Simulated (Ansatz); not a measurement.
# Tl2S (model cell, started as cuprite): a soft mode frozen in, part 2 of 2

Which phase does Tl2S (model cell, started as cuprite) fall into along its unstable mode, and how much energy does it gain?

Ansatz 0.2.0; DFT PBEsol, scalar-relativistic, plane waves, PAW.

So far, highest frequency on the path or at a solved wavevector (cm⁻¹): step 2 (the dispersion) 134. Also lowest frequency on the path (cm⁻¹): step 2 -147.

The structure was built from a prototype and need not be the compound's stable phase.

## Step 5: Energy along the mode, all amplitudes (two of the runs are shown above)

An imaginary frequency means negative curvature, so the energy should fall and then rise again as anharmonic terms take over.

Numbers from this step:

- depth at the lowest point sampled: 17.12 meV/atom
- largest atomic shift at that point: 0.32 Å

The energy from the parent by largest atomic shift:

| largest atomic shift (Å) | energy from the parent (meV/atom) |
| --- | --- |
| 0.000 | 0 |
| 0.040 | -0.608 |
| 0.080 | -2.31 |
| 0.140 | -6.22 |
| 0.220 | -12.2 |
| 0.320 | -17.1 |
| 0.450 | -10.9 |
| 0.600 | 39.3 |

Displacement at unit largest shift by atom:

| atom | x (Å) | y (Å) | z (Å) | size |
| --- | --- | --- | --- | --- |
| S1 | -0.577 | -0.577 | 0.577 | 0.999 |
| S2 | 0.577 | 0.577 | -0.577 | 0.999 |
| S3 | -0.577 | -0.577 | 0.577 | 0.999 |
| S4 | 0.577 | 0.577 | -0.577 | 0.999 |
| Tl5 | 0.052 | 0.052 | -0.062 | 0.096 |
| Tl6 | -0.052 | -0.052 | 0.062 | 0.096 |
| Tl7 | 0.042 | 0.042 | -0.042 | 0.073 |
| Tl8 | -0.042 | -0.042 | 0.042 | 0.073 |
| Tl9 | 0.062 | 0.052 | -0.052 | 0.096 |
| Tl10 | -0.062 | -0.052 | 0.052 | 0.096 |
| Tl11 | 0.052 | 0.062 | -0.052 | 0.096 |
| Tl12 | -0.052 | -0.062 | 0.052 | 0.096 |

The lowest of the steps tried is at 0.32 Å, 17.1 meV/atom below the parent; the bottom of the well need not coincide with a step.

## Step 6: Relaxing from the distorted cell

Starting from the lowest point found, all atoms and the cell are let go, so that strain and other modes of the same symmetry can join in.

input.yaml reads:

```yaml
crystal:
  lattice:
    - [6.6368285313, 6.6368285313, 0.0]
    - [6.6368285313, 0.0, 6.6368285313]
    - [6.6368285313, 0.0, -6.6368285313]
  atoms:
    - { symbol: S, position: [-0.0278374054, 0.0139187027, -0.0139187027] }
    - { symbol: S, position: [0.0278374054, 0.4860812973, 0.5139187027] }
    - { symbol: S, position: [0.4721625946, 0.2639187027, 0.7360812973] }
    - { symbol: S, position: [0.5278374054, 0.7360812973, 0.2639187027] }
    - { symbol: Tl, position: [0.2525057732, 0.1234994268, 0.8765005732] }
    - { symbol: Tl, position: [0.2474942268, 0.6265005732, 0.3734994268] }
    - { symbol: Tl, position: [0.7520104, 0.1239948, 0.8760052] }
    - { symbol: Tl, position: [0.7479896, 0.6260052, 0.3739948] }
    - { symbol: Tl, position: [0.2525057732, 0.6239948, 0.8765005732] }
    - { symbol: Tl, position: [0.2474942268, 0.1260052, 0.3734994268] }
    - { symbol: Tl, position: [0.7530011464, 0.1234994268, 0.3760052] }
    - { symbol: Tl, position: [0.7469988536, 0.6265005732, 0.8739948] }
kpoints:
  mp_grid: { grid: [6, 6, 6] }
hamiltonian:
  xc: pbesol
scf:
  occupations: { method: methfessel_paxton, width: 0.2 }
output:
  forces: true
  stress: true
  eigenvalues: true
relax:
  adjacent_minimum: "off"
  f_tol: 0.002
  max_steps: 120
  cell: { stress_tol: 0.03 }
```

Launch:

```sh
$ ansatz run input.yaml --threads 8 --pin off --max-ram 14336MiB --backend cpu --events-out ev --progress --plain --runs-dir out
```

Numbers of over 12 decimals in the logs are rounded to 6 here.

The log of the run:

```text
[...]
Crystal: 12 atoms, lattice volume = 584.671 Å³
Basis set: ecut = 420 eV, 11527 PW (Γ), exchange–correlation on 128×128×128 points (8 copies of the dense FFT grid, shifted against one another)
Bands: 77, of which v1, the nominal top of the filled ones, is band 64 counted from 1 (63 counted from 0)
Symmetry: 12 space group operations
[...]
k-points: 32 of 216
[...]
SCF iter   1: F=—  HF=-93901.434833 eV  |F-HF|=—  |Δ(HF+E_count)|=         —  Δρ=3.45e-3  dr2=1.70e-1  ethr=1.77e-3  ⟨swp⟩=5.9  Hψ=8212  notcnv=0
[...]
SCF iter   9: F=-93901.436889 eV  HF=-93901.436889 eV  |F-HF|=3.33e-8  |Δ(HF+E_count)|=   5.16e-7  S|Δr|=    0.00e0  Δρ=1.30e-6  dr2=2.26e-8  ethr=7.81e-11  ⟨swp⟩=10.7  Hψ=9574  notcnv=0
SCF 1 converged in 9 iterations: F = -93901.436889 eV  dr2 = 2.26e-8
[...]
relax step   1: F+E_penalty+E_count = -93901.43688855 eV  Δ(F+E_penalty+E_count) = +0.000e0 eV  max|allowed force component| = 3.179e-1 eV/Å  Δτ_max = 0.0000 Å  P = +0.203 GPa  Ω = 584.671 Å³  (9 SCF iters, dr2 threshold 1.00e-7 eV, accepted)
Crystal: 12 atoms, lattice volume = 588.702 Å³
Basis set: ecut = 420 eV, 11517 PW (Γ), exchange–correlation on 128×128×128 points (8 copies of the dense FFT grid, shifted against one another)
[...]
SCF iter   8: F=-93902.009438 eV  HF=-93902.009438 eV  |F-HF|=5.56e-7  |Δ(HF+E_count)|=   1.61e-6  S|Δr|=    0.00e0  Δρ=6.33e-6  dr2=5.14e-7  ethr=9.37e-10  ⟨swp⟩=6.2  Hψ=11476  notcnv=0
WARN: on these k-points the computed levels leave a gap of 0.6406 eV at the electron count, 3.2 widths of the methfessel_paxton smearing (0.2000 eV); against the step filling of these same bands (every level under the gap full, every level over it empty) smearing changes F+E_penalty+E_count by +1.685 meV and its σ→0 estimate by -1.825 meV; at least one of the two is larger in size than the energy tolerance (0.100 meV [...]
SCF 2 converged in 8 iterations: F = -93902.009438 eV  dr2 = 5.14e-7
relax step   2: F+E_penalty+E_count = -93902.00943829 eV  Δ(F+E_penalty+E_count) = -5.725e-1 eV  max|allowed force component| = 3.014e-1 eV/Å  Δτ_max = 0.1934 Å  P = -0.556 GPa  Ω = 588.702 Å³  energy of the carried Pulay correction = -4.120e-4 eV  (8 SCF iters, dr2 threshold 1.20e-6 eV, accepted)
Crystal: 12 atoms, lattice volume = 568.082 Å³
Basis set: ecut = 420 eV, 11079 PW (Γ), exchange–correlation on 128×128×128 points (8 copies of the dense FFT grid, shifted against one another)
[...]
SCF iter   8: F=-93902.651734 eV  HF=-93902.651734 eV  |F-HF|=5.75e-7  |Δ(HF+E_count)|=   1.72e-5  S|Δr|=    0.00e0  Δρ=7.87e-6  dr2=6.54e-7  ethr=9.37e-10  ⟨swp⟩=9.3  Hψ=11577  notcnv=0
the search or the solves at the SCF's close seem to have found levels that the self-consistency loop had missed (the run counts 1). By its estimate they hold under 1e-12 electrons; where the run keeps them, the occupations were computed again with them
SCF 3 converged in 8 iterations: F = -93902.651734 eV  dr2 = 6.54e-7
[...]
relax step   3: F+E_penalty+E_count = -93902.65173409 eV  Δ(F+E_penalty+E_count) = -6.423e-1 eV  max|allowed force component| = 2.170e-1 eV/Å  Δτ_max = 0.1947 Å  P = -0.979 GPa  Ω = 568.082 Å³  energy of the carried Pulay correction = +1.745e-3 eV  (8 SCF iters, dr2 threshold 1.20e-6 eV, accepted)
[... from here on, the SCF cycles and remarks between the steps are left out ...]
relax step   4: F+E_penalty+E_count = -93903.30025959 eV  Δ(F+E_penalty+E_count) = -6.485e-1 eV  max|allowed force component| = 2.010e-1 eV/Å  Δτ_max = 0.1976 Å  P = -1.221 GPa  Ω = 530.753 Å³  energy of the carried Pulay correction = +5.985e-3 eV  (9 SCF iters, dr2 threshold 1.20e-6 eV, accepted)
relax step   5: F+E_penalty+E_count = -93903.63956195 eV  Δ(F+E_penalty+E_count) = -3.393e-1 eV  max|allowed force component| = 4.780e-1 eV/Å  Δτ_max = 0.1931 Å  P = -1.104 GPa  Ω = 484.135 Å³  energy of the carried Pulay correction = +1.200e-2 eV  (8 SCF iters, dr2 threshold 1.20e-6 eV, accepted)
relax step   6: F+E_penalty+E_count = -93903.98397611 eV  Δ(F+E_penalty+E_count) = -3.444e-1 eV  max|allowed force component| = 3.129e-1 eV/Å  Δτ_max = 0.1951 Å  P = -0.860 GPa  Ω = 468.345 Å³  energy of the carried Pulay correction = +1.425e-2 eV  (7 SCF iters, dr2 threshold 1.20e-6 eV, accepted)
relax step   7: F+E_penalty+E_count = -93904.29741419 eV  Δ(F+E_penalty+E_count) = -3.134e-1 eV  max|allowed force component| = 2.166e-1 eV/Å  Δτ_max = 0.1989 Å  P = -0.454 GPa  Ω = 442.380 Å³  energy of the carried Pulay correction = +1.823e-2 eV  (8 SCF iters, dr2 threshold 1.20e-6 eV, accepted)
relax step   8: F+E_penalty+E_count = -93904.51922173 eV  Δ(F+E_penalty+E_count) = -2.218e-1 eV  max|allowed force component| = 1.573e-1 eV/Å  Δτ_max = 0.1952 Å  P = -0.024 GPa  Ω = 419.678 Å³  energy of the carried Pulay correction = +2.202e-2 eV  (8 SCF iters, dr2 threshold 1.20e-6 eV, accepted)
relax step   9: F+E_penalty+E_count = -93904.69772905 eV  Δ(F+E_penalty+E_count) = -1.785e-1 eV  max|allowed force component| = 1.334e-1 eV/Å  Δτ_max = 0.2000 Å  P = -0.010 GPa  Ω = 419.742 Å³  energy of the carried Pulay correction = +2.201e-2 eV  (7 SCF iters, dr2 threshold 1.20e-6 eV, accepted)
relax step  10: F+E_penalty+E_count = -93904.85337421 eV  Δ(F+E_penalty+E_count) = -1.556e-1 eV  max|allowed force component| = 5.756e-2 eV/Å  Δτ_max = 0.1952 Å  P = +0.046 GPa  Ω = 420.681 Å³  energy of the carried Pulay correction = +2.184e-2 eV  (7 SCF iters, dr2 threshold 1.11e-6 eV, accepted)
relax step  11: F+E_penalty+E_count = -93904.99094047 eV  Δ(F+E_penalty+E_count) = -1.376e-1 eV  max|allowed force component| = 8.641e-2 eV/Å  Δτ_max = 0.1952 Å  P = -0.026 GPa  Ω = 420.540 Å³  energy of the carried Pulay correction = +2.187e-2 eV  (7 SCF iters, dr2 threshold 1.20e-6 eV, accepted)
relax step  12: F+E_penalty+E_count = -93904.96633754 eV  Δ(F+E_penalty+E_count) = +2.460e-2 eV  max|allowed force component| = 3.713e-1 eV/Å  Δτ_max = 0.1954 Å  P = +0.472 GPa  Ω = 416.159 Å³  energy of the carried Pulay correction = +2.264e-2 eV  (8 SCF iters, dr2 threshold 6.37e-7 eV, rejected (line search))
relax step  13: F+E_penalty+E_count = -93905.04637439 eV  Δ(F+E_penalty+E_count) = -5.543e-2 eV  max|allowed force component| = 6.049e-2 eV/Å  Δτ_max = 0.0680 Å  P = +0.026 GPa  Ω = 418.301 Å³  energy of the carried Pulay correction = +2.226e-2 eV  (11 SCF iters, accepted)
relax step  14: F+E_penalty+E_count = -93905.07928637 eV  Δ(F+E_penalty+E_count) = -3.291e-2 eV  max|allowed force component| = 2.964e-2 eV/Å  Δτ_max = 0.0608 Å  P = +0.018 GPa  Ω = 416.120 Å³  energy of the carried Pulay correction = +2.264e-2 eV  (7 SCF iters, dr2 threshold 4.48e-7 eV, accepted)
relax step  15: F+E_penalty+E_count = -93905.08451547 eV  Δ(F+E_penalty+E_count) = -5.229e-3 eV  max|allowed force component| = 4.355e-3 eV/Å  Δτ_max = 0.0292 Å  P = +0.003 GPa  Ω = 415.625 Å³  energy of the carried Pulay correction = +2.273e-2 eV  (7 SCF iters, dr2 threshold 8.19e-8 eV, accepted)
relax step  16: F+E_penalty+E_count = -93905.08451631 eV  Δ(F+E_penalty+E_count) = -8.412e-7 eV  max|allowed force component| = 4.822e-3 eV/Å  Δτ_max = 0.0040 Å  P = +0.010 GPa  Ω = 416.065 Å³  energy of the carried Pulay correction = +2.265e-2 eV  (8 SCF iters, dr2 threshold 1.19e-9 eV, accepted)
relax step  17: F+E_penalty+E_count = -93905.08452109 eV  Δ(F+E_penalty+E_count) = -4.778e-6 eV  max|allowed force component| = 1.081e-3 eV/Å  Δτ_max = 0.0025 Å  P = +0.001 GPa  Ω = 416.312 Å³  energy of the carried Pulay correction = +2.261e-2 eV  (7 SCF iters, dr2 threshold 1.45e-9 eV, accepted)
relax step  18: F+E_penalty+E_count = -93905.10190981 eV  Δ(F+E_penalty+E_count) = -1.739e-2 eV  max|allowed force component| = 7.900e-4 eV/Å  Δτ_max = 0.0000 Å  P = +0.091 GPa  Ω = 416.312 Å³  stress off target by 3.13e-1 GPa  SCF on the basis re-selected at this cell (its energy is not comparable with the rows above)  (8 SCF iters)
relax step  19: F+E_penalty+E_count = -93905.11105427 eV  Δ(F+E_penalty+E_count) = -9.144e-3 eV  max|allowed force component| = 7.400e-3 eV/Å  Δτ_max = 0.0238 Å  P = +0.021 GPa  Ω = 416.840 Å³  energy of the carried Pulay correction = -1.001e-4 eV  (7 SCF iters, dr2 threshold 2.44e-7 eV, accepted)
relax step  20: F+E_penalty+E_count = -93905.11289314 eV  Δ(F+E_penalty+E_count) = -1.839e-3 eV  max|allowed force component| = 7.581e-3 eV/Å  Δτ_max = 0.0155 Å  P = +0.018 GPa  Ω = 417.453 Å³  energy of the carried Pulay correction = -2.050e-4 eV  (7 SCF iters, dr2 threshold 2.59e-8 eV, accepted)
relax step  21: F+E_penalty+E_count = -93905.11313522 eV  Δ(F+E_penalty+E_count) = -2.421e-4 eV  max|allowed force component| = 4.805e-3 eV/Å  Δτ_max = 0.0093 Å  P = -0.016 GPa  Ω = 417.052 Å³  energy of the carried Pulay correction = -1.484e-4 eV  (7 SCF iters, dr2 threshold 4.89e-9 eV, accepted)
relax step  22: F+E_penalty+E_count = -93905.11322071 eV  Δ(F+E_penalty+E_count) = -8.549e-5 eV  max|allowed force component| = 8.900e-4 eV/Å  Δτ_max = 0.0026 Å  P = -0.002 GPa  Ω = 416.722 Å³  energy of the carried Pulay correction = -9.849e-5 eV  (7 SCF iters, dr2 threshold 1.44e-9 eV, accepted)
[...]
SCF iter   5: F=-93905.113364 eV  HF=-93905.113364 eV  |F-HF|=1.46e-11  |Δ(HF+E_count)|=    0.00e0  S|Δr|=    0.00e0  Δρ=6.75e-8  dr2=3.08e-11  ethr=1.00e-12  ⟨swp⟩=4.0  Hψ=8680  notcnv=0
SCF 23 converged in 5 iterations: F = -93905.113364 eV  dr2 = 3.08e-11
relax step  23: F+E_penalty+E_count = -93905.11336380 eV  Δ(F+E_penalty+E_count) = -1.431e-4 eV  max|allowed force component| = 9.084e-4 eV/Å  Δτ_max = 0.0000 Å  P = -0.003 GPa  Ω = 416.722 Å³  stress off target by 3.45e-3 GPa  SCF on the basis re-selected at this cell (its energy is not comparable with the rows above)  (5 SCF iters)
[...]
SCF converged after 5 iterations
[...]
Free energy (F): -93905.113364 eV
[...]
Internal energy: -93905.129848 eV  (E = F + TS)
E sigma→0 (E₀):  -93905.117485 eV
Entropy (-TS):   0.016485 eV (1.374 meV/atom)
Fermi energy:    5.903704 eV
[...]
--- Forces (eV/Å), atoms counted from 1 ---
  atom   1  S     -0.00083560    -0.00083560     0.00083560
  atom   2  S      0.00006250     0.00006250    -0.00006250
  atom   3  S     -0.00006250    -0.00006250     0.00006250
  atom   4  S      0.00083560     0.00083560    -0.00083560
  atom   5  Tl     0.00035349     0.00035349    -0.00063231
  atom   6  Tl    -0.00035349    -0.00035349     0.00063231
  atom   7  Tl     0.00090835     0.00090835    -0.00090835
  atom   8  Tl    -0.00090835    -0.00090835     0.00090835
  atom   9  Tl     0.00063231     0.00035349    -0.00035349
  atom  10  Tl    -0.00063231    -0.00035349     0.00035349
  atom  11  Tl     0.00035349     0.00063231    -0.00035349
  atom  12  Tl    -0.00035349    -0.00063231     0.00035349
  max |Σ_I F_I| component: 3.36e-18 eV/Å
--- Stress (GPa, compression-positive) ---
       -0.003446       0.000003      -0.000003
        0.000003      -0.003446      -0.000003
       -0.000003      -0.000003      -0.003446
  P = ⅓ Tr σ = -0.0034 GPa (-0.034 kbar)
--- Band table (eV; the first three rows and the last of 32) ---
  k-point 0: bands = [... 60 lower, 3.8246, 4.9876, 4.9876, 5.7819, 6.6267, 6.7167, 6.7167, 7.1078, ... 9 higher]
  k-point 1: bands = [... 60 lower, 3.8710, 4.9244, 5.0470, 5.7174, 6.4209, 6.6803, 6.7988, 6.8841, ... 9 higher]
  k-point 2: bands = [... 60 lower, 3.8553, 4.6928, 5.2041, 5.6754, 6.0578, 6.7283, 6.8935, 7.1731, ... 9 higher]
  k-point 31: bands = [... 60 lower, 4.3259, 4.5380, 4.5380, 4.9366, 6.3582, 6.3582, 7.1504, 7.1504, ... 9 higher]
--- Relaxed structure (21 steps of the walk, 20 accepted, 2 SCFs on fresh bases) ---
  F+E_penalty+E_count = -93905.11336380 eV   max|allowed force component| = 9.084e-4 eV/Å   (the final SCF, on the basis selected at the relaxed cell)
  cell:  # Å, volume = 416.7224 Å³
    - [7.077070, 7.077070, -1.997665]
    - [5.079405, 0.0, 5.079405]
    - [7.077070, 1.997665, -7.077070]
  atoms:
    - { symbol: S, position: [0.036022, -0.018011, 0.018011] }
    - { symbol: S, position: [0.139182, 0.430409, 0.569591] }
    - { symbol: S, position: [0.360818, 0.319591, 0.680409] }
    - { symbol: S, position: [0.463978, 0.768011, 0.231989] }
    - { symbol: Tl, position: [0.333756, 0.092919, 0.907081] }
    - { symbol: Tl, position: [0.166244, 0.657081, 0.342919] }
    - { symbol: Tl, position: [0.840269, 0.079866, 0.920134] }
    - { symbol: Tl, position: [0.659731, 0.670134, 0.329866] }
    - { symbol: Tl, position: [0.333756, 0.573325, 0.907081] }
    - { symbol: Tl, position: [0.166244, 0.176675, 0.342919] }
    - { symbol: Tl, position: [0.814163, 0.092919, 0.426675] }
    - { symbol: Tl, position: [0.685837, 0.657081, 0.823325] }
```

It took 9.1 min on 8 threads of Arm Neoverse N1, shared host; peak memory 2.8 GiB; 70 min of CPU time.

The steps of the relaxation (22 of 23):

| step | energy less that of the first step (eV) | largest force component (eV/Å) | pressure (GPa) | volume (Å³) |
| --- | --- | --- | --- | --- |
| 1 | 0.0000 | 0.3179 | 0.20 | 584.67 |
| 2 | -0.5725 | 0.3014 | -0.56 | 588.70 |
| 3 | -1.2148 | 0.2170 | -0.98 | 568.08 |
| 4 | -1.8634 | 0.2010 | -1.22 | 530.75 |
| 5 | -2.2027 | 0.4780 | -1.10 | 484.14 |
| 6 | -2.5471 | 0.3129 | -0.86 | 468.35 |
| 7 | -2.8605 | 0.2166 | -0.45 | 442.38 |
| 8 | -3.0823 | 0.1573 | -0.02 | 419.68 |
| 9 | -3.2608 | 0.1334 | -0.01 | 419.74 |
| 10 | -3.4165 | 0.0576 | 0.05 | 420.68 |
| 11 | -3.5541 | 0.0864 | -0.03 | 420.54 |
| 13 | -3.6095 | 0.0605 | 0.03 | 418.30 |
| 14 | -3.6424 | 0.0296 | 0.02 | 416.12 |
| 15 | -3.6476 | 0.0044 | 0.00 | 415.62 |
| 16 | -3.6476 | 0.0048 | 0.01 | 416.06 |
| 17 | -3.6476 | 0.0011 | 0.00 | 416.31 |
| 18* | -3.6650 | 0.0008 | 0.09 | 416.31 |
| 19 | -3.6742 | 0.0074 | 0.02 | 416.84 |
| 20 | -3.6760 | 0.0076 | 0.02 | 417.45 |
| 21 | -3.6762 | 0.0048 | -0.02 | 417.05 |
| 22 | -3.6763 | 0.0009 | 0.00 | 416.72 |
| 23* | -3.6765 | 0.0009 | 0.00 | 416.72 |

Relaxation steps marked * repeat the geometry before them on a plane-wave basis chosen anew for their cell, so energy and pressure can jump there. Other such steps can lie between the rows shown. Relaxation step 12 was tried and not accepted.

Forces are held to the 12 operations that the run works with; a distortion that breaks them can't arise in this run.

| cell as run | before | after | change |
| --- | --- | --- | --- |
| a (Å) | 9.386 | 10.206 | +8.7 % |
| b (Å) | 9.386 | 7.183 | -23.5 % |
| c (Å) | 9.386 | 10.206 | +8.7 % |
| β (°) | 60.00 | 41.21 | -31.3 % |
| γ (°) | 60.00 | 69.40 | +15.7 % |
| volume (Å³/atom) | 48.72 | 34.73 | -28.7 % |

The atoms that moved most (Å, as changes of fractional coordinates times the final cell):

| atom | dx | dy | dz | length |
| --- | --- | --- | --- | --- |
| S3 | -0.899 | -0.899 | 0.899 | 1.557 |
| S2 | 0.899 | 0.899 | -0.899 | 1.557 |
| Tl7 | 0.713 | 0.713 | -0.713 | 1.235 |
| Tl8 | -0.713 | -0.713 | 0.713 | 1.235 |
| Tl11 | 0.636 | 0.534 | -0.636 | 1.046 |
| Tl10 | -0.534 | -0.636 | 0.636 | 1.046 |
| Tl12 | -0.636 | -0.534 | 0.636 | 1.046 |
| Tl6 | -0.636 | -0.636 | 0.534 | 1.046 |

Final coordinates:

```cif
data_structure
_symmetry_space_group_name_H-M 'P 1'
_symmetry_Int_Tables_number 1
_cell_length_a 10.2059
_cell_length_b 7.1834
_cell_length_c 10.2059
_cell_angle_alpha 90.000
_cell_angle_beta 41.210
_cell_angle_gamma 69.395
_cell_volume 416.72
loop_
_atom_site_label
_atom_site_type_symbol
_atom_site_fract_x
_atom_site_fract_y
_atom_site_fract_z
_atom_site_occupancy
S1 S 0.03602 0.98199 0.01801 1
S2 S 0.13918 0.43041 0.56959 1
S3 S 0.36082 0.31959 0.68041 1
S4 S 0.46398 0.76801 0.23199 1
Tl5 Tl 0.33376 0.09292 0.90708 1
Tl6 Tl 0.16624 0.65708 0.34292 1
Tl7 Tl 0.84027 0.07987 0.92013 1
Tl8 Tl 0.65973 0.67013 0.32987 1
Tl9 Tl 0.33376 0.57333 0.90708 1
Tl10 Tl 0.16624 0.17667 0.34292 1
Tl11 Tl 0.81416 0.09292 0.42667 1
Tl12 Tl 0.68584 0.65708 0.82333 1
```

This step gave:

```yaml
pressure: -0.003446 GPa
volume_per_atom: 34.73 Å³
gap_on_the_k_mesh: 0.2753 eV
```

The distorted start has space group R-3m; the relaxation ends in R-3m.

## Step 7: Results

```yaml
unstable_mode_of_the_parent: q = (-0.5, -0.5, -0.5), 130i cm⁻¹
depth_at_the_lowest_point_sampled: 17.1 meV/atom
largest_atomic_shift_at_that_point: 0.32 Å
space_group_reached_within_0p01_a: R-3m
energy_gained_over_the_parent_first_relaxation_on_the_mesh_of_the_frozen_mode: 323 meV/atom
volume_per_atom_phase_reached: 34.7 Å³
gap_on_the_k_mesh_phase_reached: 0.275 eV
```

What this shows: From this start the structure relaxes into R-3m, 323 meV/atom below the parent. At the parent's cell the well is 17.12 meV/atom deep on the steps tried, with its lowest point at a shift of 0.32 Å. Relaxing atoms and cell changes the gain by +306.01 meV/atom against the lowest step (energies at zero smearing). Most of the total comes from this relaxation. The frozen pattern makes up only 18 % of the final shifts of the atoms, so other modes or strain give most of the change. The modes of the phase reached were not computed on this path. Of the 5 patterns followed to their end from this parent, this one ends 196 meV/atom above the lowest, P4/nmm. Each path keeps the symmetry of its pattern, so a lower phase may lie along a pattern not tried. With no gap, or one that is small against the smearing, the frequencies hang on the k mesh and the smearing, most of all near Kohn anomalies. The volume moved by more than a tenth on the k mesh of the start, so the energy gain is rough. Spin-orbit coupling is left out, which can matter for the heavy elements here. The starting cell was built on a prototype and not taken from a measurement, so the phase need not exist.

[Logs are printed without paths, hosts, clocks, repeated set-up lines and the standing remarks that a program may print on its own settings, such as how far it seeks lower states.]

[Hosts, paths, dates, database ids (printed as entryN), source tags and the programs' standing remarks are cut or masked in the printed files.]
